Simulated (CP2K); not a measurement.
Two runs for the O K edge of ethyl trifluoroacetate. Run A: CP2K XAS_TDP, all-electron GAPW, PBEh(45%), aug-cc-pVDZ, TDA, no relativity. Run B differs in one setting.

First lines with a strength over 0.0015. A:

| atom | energy (eV) | states | strength, one atom |
| --- | --- | --- | --- |
| O3 (bonded to 2 C) | 530.38 | 1 | 0.0185 |
|  | 532.75 | 1 | 0.0302 |
|  | 533.37 | 1 | 0.0028 |
|  | 534.33 | 1 | 0.0045 |
|  | 534.59 | 1 | 0.0048 |
| O5 (bonded to C) | 527.20 | 1 | 0.0419 |
|  | 533.74 | 1 | 0.0053 |
|  | 534.08 | 1 | 0.0042 |
|  | 534.41 | 1 | 0.0086 |
|  | 534.74 | 1 | 0.0034 |

B:

| atom | energy (eV) | states | strength, one atom |
| --- | --- | --- | --- |
| O3 (bonded to 2 C) | 536.80 | 1 | 0.0216 |
|  | 538.60 | 1 | 0.0397 |
|  | 539.98 | 1 | 0.0215 |
|  | 540.96 | 1 | 0.0268 |
|  | 541.51 | 1 | 0.0035 |
| O5 (bonded to C) | 532.87 | 1 | 0.0471 |
|  | 538.96 | 1 | 0.0019 |
|  | 540.25 | 1 | 0.0030 |
|  | 540.45 | 1 | 0.0031 |
|  | 540.75 | 1 | 0.0097 |

**Question.** Which was it: GW2X switched on, the functional, the basis, scalar relativity switched on?

The functional (functional from PBEh(45%) to PBEh(60%); the lines alone don't name the new value). A functional moves all lines by electronvolts and changes their spacings and strengths. Against PBEh(45%) in aug-cc-pVDZ, the leading lines move by +6.42 eV (O3, to 536.80) and +5.67 eV (O5, to 532.87); the strength of O3's goes from 0.0185 to 0.0216. The next line of O3 over the strength cut lies 1.80 eV higher, against 2.37.

[Hosts, paths, dates, database ids (printed as entryN), source tags and the programs' standing remarks are cut or masked in the printed files.]
